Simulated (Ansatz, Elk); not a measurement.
## Bonding as seen by X-rays: PPt3

The structure of PPt3 used here is made up (a known structure type with other elements) and was relaxed beforehand with PBE. The aim is the Fourier transform of its all-electron density, F(hkl), set beside the sum over free spherical atoms that refinements use.

Main program and level: Elk 11.2.3 (patched build); DFT, PBE, all-electron APW+lo, Dirac cores, scalar-relativistic bands, static density, no spin.

The structure was built from a prototype and need not be the compound's stable phase.

### Step 1. The starting structure

It takes space group Pm-3m (No. 221, cubic). The conventional cell has a = 3.949 Å, b = 3.949 Å, c = 3.949 Å, α = 90.00°, β = 90.00°, γ = 90.00°. Nearest to Pt lie 8 Pt at 2.79 Å and 4 P at 2.79 Å. Nearest to P lie 12 Pt at 2.79 Å. Farther neighbours are not listed.

### Step 2. Ground state and structure factors

An all-electron density is needed, since X-rays see the cores too. Task 0 finds the density and task 195 Fourier-transforms it; tshift is off so that phases refer to the origin typed.

Contents of elk.in:

```
tasks
  0
  195

xctype
  20

spinpol
  .false.

rgkmax
  7.0

gmaxvr
  14.0

lmaxo
  7

lmaxapw
  8

swidth
  0.002

tshift
  .false.

ramdisk
  .false.

hmaxvr
  5.5

maxscl
  120

epspot
  1e-06

sppath
  './'

avec
  7.46305432282 -0.00000000000 -0.00000000000
  -0.00000000000 7.46305432282 0.00000000000
  -0.00000000000 0.00000000000 7.46305432282

atoms
  2
  'Pt.in'
  3
  0.5000000000 0.5000000000 0.0000000000   0.000000 0.000000 0.000000
  0.5000000000 0.0000000000 0.5000000000   0.000000 0.000000 0.000000
  -0.0000000000 0.5000000000 0.5000000000   0.000000 0.000000 0.000000
  'P.in'
  1
  0.0000000000 0.0000000000 -0.0000000000   0.000000 0.000000 0.000000

ngridk
  6 6 6
```

Run with:

```sh
OMP_NUM_THREADS=4 elk
```

Numbers of over 12 decimals in the logs are rounded to 6 here.

Output:

```text
┌─────────────────────────┐
│ Elk code version 11.2.3 │
└─────────────────────────┘

All units are atomic (Hartree, Bohr, etc.)

┌─────────────────────────────────────────────────┐
│ Ground-state run starting from atomic densities │
└─────────────────────────────────────────────────┘

Lattice vectors :
   7.463054323      -0.000000000      -0.000000000
  -0.000000000       7.463054323       0.000000000
  -0.000000000       0.000000000       7.463054323

Reciprocal lattice vectors :
  0.8419053427       0.000000000       0.000000000
   0.000000000      0.8419053427       0.000000000
   0.000000000       0.000000000      0.8419053427

Unit cell volume      :    415.6710787
Brillouin zone volume :   0.5967463848

Muffin-tin inner radius fraction :   0.1000000000E-01

Nuclei treated as point charges

Species : 1 (Pt)
 parameters loaded from : Pt.in
 name : platinum
 nuclear charge    :   -78.00000000
 electronic charge :    78.00000000
 atomic mass :    355605.4401
 muffin-tin radius :    2.613588160
 number of radial points in muffin-tin :   1393
 inner part over the whole radius :   0.9907945442E-02
 number on inner part of muffin-tin    :    998
 approximate nuclear radius :   0.1029052813E-03
 number of mesh points to nuclear radius :    525
 atomic positions (lattice), magnetic fields (Cartesian) :
  1 :   0.50000000  0.50000000  0.00000000    0.00000000  0.00000000  0.00000000
  2 :   0.50000000  0.00000000  0.50000000    0.00000000  0.00000000  0.00000000
  3 :   0.00000000  0.50000000  0.50000000    0.00000000  0.00000000  0.00000000

Species : 2 (P)
 parameters loaded from : P.in
 name : phosphorus
 nuclear charge    :   -15.00000000
 electronic charge :    15.00000000
 atomic mass :    56461.71230
 muffin-tin radius :    2.200000000
 number of radial points in muffin-tin :    793
 inner part over the whole radius :   0.9987340520E-02
 number on inner part of muffin-tin    :    554
 approximate nuclear radius :   0.6081821256E-04
 number of mesh points to nuclear radius :    248
 atomic positions (lattice), magnetic fields (Cartesian) :
  1 :   0.00000000  0.00000000  0.00000000    0.00000000  0.00000000  0.00000000

Total number of atoms per unit cell :    4
Total muffin-tin volume :    268.9497855
 ratio of muffin-tin to unit cell volume :   0.6470254952

Spin treatment :
 spin-unpolarised

Number of Bravais lattice symmetries :   48
Number of crystal symmetries         :   48
Crystal has inversion symmetry
Real symmetric eigensolver will be used

k-point grid :      6     6     6
k-point offset :    0.000000000       0.000000000       0.000000000
k-point set is reduced with full crystal symmetry group
Total number of k-points :       20

Muffin-tin radius times maximum |G+k| :    7.000000000
 using average radius
Maximum |G+k| for APW functions       :    2.788632285
Maximum (1/2)|G+k|²                   :    3.888235012
Maximum |G| for potential and density :    14.00000000
Constant for pseudocharge density :    9
 order of it for each species :   16  16
 order of it for pair densities of each species (exact exchange by exxq0 0: 17) :   11   6
Radial integration step length :    1

G-vector grid sizes :     35    35    35
Number of G-vectors :    19309

Maximum angular momentum used for
 APW functions            :    8
 outer part of muffin-tin :    7
 inner part of muffin-tin :    2

Total nuclear charge    :   -249.0000000
Total core charge       :    154.0000000
Total valence charge    :    95.00000000
Total excess charge     :    0.000000000
Total electronic charge :    249.0000000

Effective Wigner radius, rₛ :   0.7359030745

Number of empty states         :     16
Total number of valence states :     64
Total number of core states    :    154

Third-order local-orbitals added for an l without core states : T
Total number of local-orbitals :    119

Exchange-correlation functional :     20     0     0
 Perdew-Burke-Ernzerhof, Phys. Rev. Lett. 77, 3865 (1996)
 gradient requirement :    1
[...]
electron entropic           :    -0.20313848392194E-02
 total energy                :     -55684.011646080

Density of states at Fermi energy :    153.0365057
 (states/Hartree/unit cell)

Estimated indirect band gap :   0.1816757630E-02
 from k-point 12 to k-point 2
Estimated direct band gap   :   0.4306380127E-02
 at k-point 18

Charges :
 core                        :    154.0000000
 valence                     :    95.00000000
 interstitial                :    5.755748608
 muffin-tins (core leakage)
  species : 1 (Pt)
   atom 1                    :    76.66620859     (  0.4604908489E-03)
   atom 2                    :    76.66620859     (  0.4604908489E-03)
[...]
species : 2 (P)
[...]
total in muffin-tins        :    243.2442514
 total calculated charge     :    248.9958944
 total charge                :    249.0000000
 error                       :   0.4105640716E-02

RMS change in Kohn-Sham potential (target) :   0.3016385460     (  0.1000000000E-05)
Absolute change in total energy (target)   :   0.7727301233     (  0.1000000000E-03)

[... loops 3 to 15 left out ...]

┌──────────────────┐
│ Loop number : 16 │
└──────────────────┘

Energies :
 Fermi                       :     0.382114
 sum of occupied eigenvalues :     -34180.643174400
 electron kinetic            :      63672.703718311
 core electron kinetic       :      61193.145645570
 Coulomb                     :     -118259.76355394
 Coulomb potential           :     -96420.508875055
 nuclear-nuclear             :     -5210.8968593925
 electron-nuclear            :     -129804.60259860
 Hartree                     :      16755.735904051
 Madelung                    :     -70049.509116410
 xc potential                :     -1432.8380176562
 exchange                    :     -1080.1219285955
 correlation                 :     -15.029692071796
 electron entropic           :    -0.21578386180984E-02
 total energy                :     -55682.213614132

Density of states at Fermi energy :    172.8060990
 (states/Hartree/unit cell)

Estimated indirect band gap :   0.1614537852E-02
 from k-point 2 to k-point 12
Estimated direct band gap   :   0.4670716753E-02
 at k-point 5

Charges :
 core                        :    154.0000000
 valence                     :    95.00000000
 interstitial                :    5.211328800
 muffin-tins (core leakage)
  species : 1 (Pt)
[...]
species : 2 (P)
[...]
total in muffin-tins        :    243.7886712
 total calculated charge     :    248.9960470
 total charge                :    249.0000000
 error                       :   0.3952983446E-02

RMS change in Kohn-Sham potential (target) :   0.3693906476E-07 (  0.1000000000E-05)
Absolute change in total energy (target)   :   0.4777342110E-04 (  0.1000000000E-03)

Convergence targets achieved

┌──────────────────┐
│ Loop number : 17 │
└──────────────────┘

Energies :
 Fermi                       :     0.382114
 sum of occupied eigenvalues :     -34180.643174384
 electron kinetic            :      63672.703719582
 core electron kinetic       :      61193.145646161
 Coulomb                     :     -118259.76355518
 Coulomb potential           :     -96420.508876310
 nuclear-nuclear             :     -5210.8968593925
 electron-nuclear            :     -129804.60259996
 Hartree                     :      16755.735904181
 Madelung                    :     -70049.509117021
 xc potential                :     -1432.8380176556
 exchange                    :     -1080.1219286121
 correlation                 :     -15.029692068007
 electron entropic           :    -0.21578385359698E-02
 total energy                :     -55682.213614112

Density of states at Fermi energy :    172.8060921
 (states/Hartree/unit cell)

Estimated indirect band gap :   0.1614537617E-02
 from k-point 2 to k-point 12
Estimated direct band gap   :   0.4670716684E-02
 at k-point 5

Charges :
 core                        :    154.0000000
 valence                     :    95.00000000
 interstitial                :    5.211328733
 muffin-tins (core leakage)
  species : 1 (Pt)
[...]
atom 2                    :    76.90760775     (  0.4216500438E-03)
   atom 3                    :    76.90760775     (  0.4216500438E-03)
  species : 2 (P)
   atom 1                    :    13.06584802     (  0.2929926045E-03)
 total in muffin-tins        :    243.7886713
 total calculated charge     :    248.9960470
 total charge                :    249.0000000
 error                       :   0.3952983468E-02

┌──────────────────────────────┐
│ Self-consistent loop stopped │
└──────────────────────────────┘

Warning : core states of species 1 leak from the muffin-tin :   0.4216500438E-03

Warning : core states of species 2 leak from the muffin-tin :   0.2929926045E-03

Wrote STATE.OUT
```

The job ended after 20 s (4 threads of Intel Xeon Platinum 8488C (Sapphire Rapids), shared host; peak memory 0.23 GiB).

SFACRHO.OUT:

```text

h k l indices transformed by vhmat matrix:
   1.000000000       0.000000000       0.000000000    
   0.000000000       1.000000000       0.000000000    
   0.000000000       0.000000000       1.000000000    

      h      k      l  multipl.   |H|            Re(F)            Im(F)           |F|

      0      0      0      1   0.0000000       249.00000     -0.19897910E-16   249.00000    
     -1      0      0      6  0.84190534      -59.772464     -0.17254957E-13   59.772464    
      1     -1      0     12   1.1906340      -57.003771      0.93195907E-14   57.003771    
     -1     -1     -1      8   1.4582228       203.46977      0.47220534E-13   203.46977    
      0      0     -2      6   1.6838107       194.89787      0.30668269E-13   194.89787    
     -1     -2      0     24   1.8825576      -50.928441     -0.14623964E-13   50.928441    
      1     -2      1     24   2.0622385      -49.284737     -0.28333771E-13   49.284737    
      0      2     -2     12   2.3812679       171.57987     -0.15156124E-13   171.57987    
      0     -3      0      6   2.5257160      -45.415647     -0.39071224E-13   45.415647    
     -1      2     -2     24   2.5257160      -45.416518     -0.27815734E-13   45.416518    
      3      1      0     24   2.6623385      -44.401560      0.94052243E-17   44.401560    
      1     -3      1     24   2.7922841       159.60820      0.12379650E-13   159.60820    
     -2      2      2      8   2.9164457       156.15644     -0.24356116E-13   156.15644    
     -3      2      0     24   3.0355329      -41.596683     -0.35735585E-13   41.596683    
     -3      1      2     48   3.1501213      -40.818540      0.21719844E-14   40.818540    
      0     -4      0      6   3.3676214       144.72547      0.45043668E-13   144.72547    
      2     -2     -3     24   3.4712647      -38.721136     -0.20641585E-13   38.721136    
      4     -1      0     24   3.4712647      -38.787803     -0.11040662E-13   38.787803
```

Elk indexes on the primitive cell of elk.in and gives |H| = 4π sin θ/λ in inverse bohr. Below, one row stands for each form hkl of the conventional cell (m members, Friedel mates merged), F is for one primitive cell and the density is static (no thermal factor). Free-atom factors are Waasmaier and Kirfel's, and R is Σm||F|−|F'||/Σm|F|.

| hkl | m | sin θ/λ (Å⁻¹) | abs F, DFT | neutral atoms | diff. |
| --- | --- | --- | --- | --- | --- |
| 100 | 6 | 0.127 | 59.773 | 59.855 | -0.083 |
| 110 | 12 | 0.179 | 57.004 | 57.147 | -0.143 |
| 111 | 8 | 0.219 | 203.470 | 204.109 | -0.639 |
| 200 | 6 | 0.253 | 194.898 | 195.533 | -0.635 |
| 210 | 24 | 0.283 | 50.928 | 51.014 | -0.085 |
| 211 | 24 | 0.310 | 49.285 | 49.411 | -0.126 |
| 220 | 12 | 0.358 | 171.580 | 171.717 | -0.137 |
| 300 | 6 | 0.380 | 45.416 | 45.442 | -0.026 |
| 221 | 24 | 0.380 | 45.416 | 45.442 | -0.025 |
| 310 | 24 | 0.400 | 44.402 | 44.342 | +0.060 |
| 311 | 24 | 0.420 | 159.608 | 159.470 | +0.138 |
| 222 | 8 | 0.439 | 156.156 | 156.024 | +0.132 |
| 320 | 24 | 0.457 | 41.597 | 41.544 | +0.053 |
| 321 | 48 | 0.474 | 40.819 | 40.750 | +0.069 |

### Step 3. The highest occupied states alone

An energy window below the Fermi level keeps the highest occupied states, to see at which angles they scatter; shallow core shells can lie inside it and anion s states outside. No new self-consistency is needed.

elk.in, as its differences from that of step 2:

```diff
@@ -1,3 +1,2 @@
 tasks
-  0
   195
@@ -40,2 +39,5 @@
 
+wsfac
+  -0.169130 0.682110
+
 sppath
```

Run with:

```sh
OMP_NUM_THREADS=4 elk
```

Output:

```text
┌─────────────────────────────────┐
│ Elk code version 11.2.3 started │
└─────────────────────────────────┘

Info(readinput): the functional depends on the density's gradient
 muffin-tin radial points multiplied by    2.00000
 (not where nrmtscf is given)

┌────────────────────┐
│ Current task : 195 │
└────────────────────┘
Info(checkmt): changed muffin-tin radius of species 1 (Pt) from   2.8000 to   2.6136

Info(sfacrho): density structure factors written to SFACRHO.OUT

 Energy window :  -0.1691300000      0.6821100000

┌──────────────────┐
│ Elk code stopped │
└──────────────────┘
```

Wall time 4.6 s (4 threads); peak memory 0.16 GiB.

States within 15 eV below the Fermi level hold 35.00 electrons; any levels below the window count with the cores. Their amplitudes can exceed the total, where window and core parts have opposite phase:

```
hkl  sin θ/λ (Å⁻¹)  abs F, window  abs F, all
100          0.127          3.734      59.773
110          0.179          2.752      57.004
111          0.219          8.859     203.470
200          0.253          5.776     194.898
210          0.283          1.187      50.928
211          0.310          0.817      49.285
220          0.358          0.823     171.580
300          0.380          0.244      45.416
221          0.380          0.245      45.416
310          0.400          0.185      44.402
```

[end of part 1 of 2]

[Logs are printed without paths, hosts, clocks, repeated set-up lines and the standing remarks that a program may print on its own settings, such as how far it seeks lower states.]

[Hosts, paths, dates, database ids (printed as entryN), source tags and the programs' standing remarks are cut or masked in the printed files.]
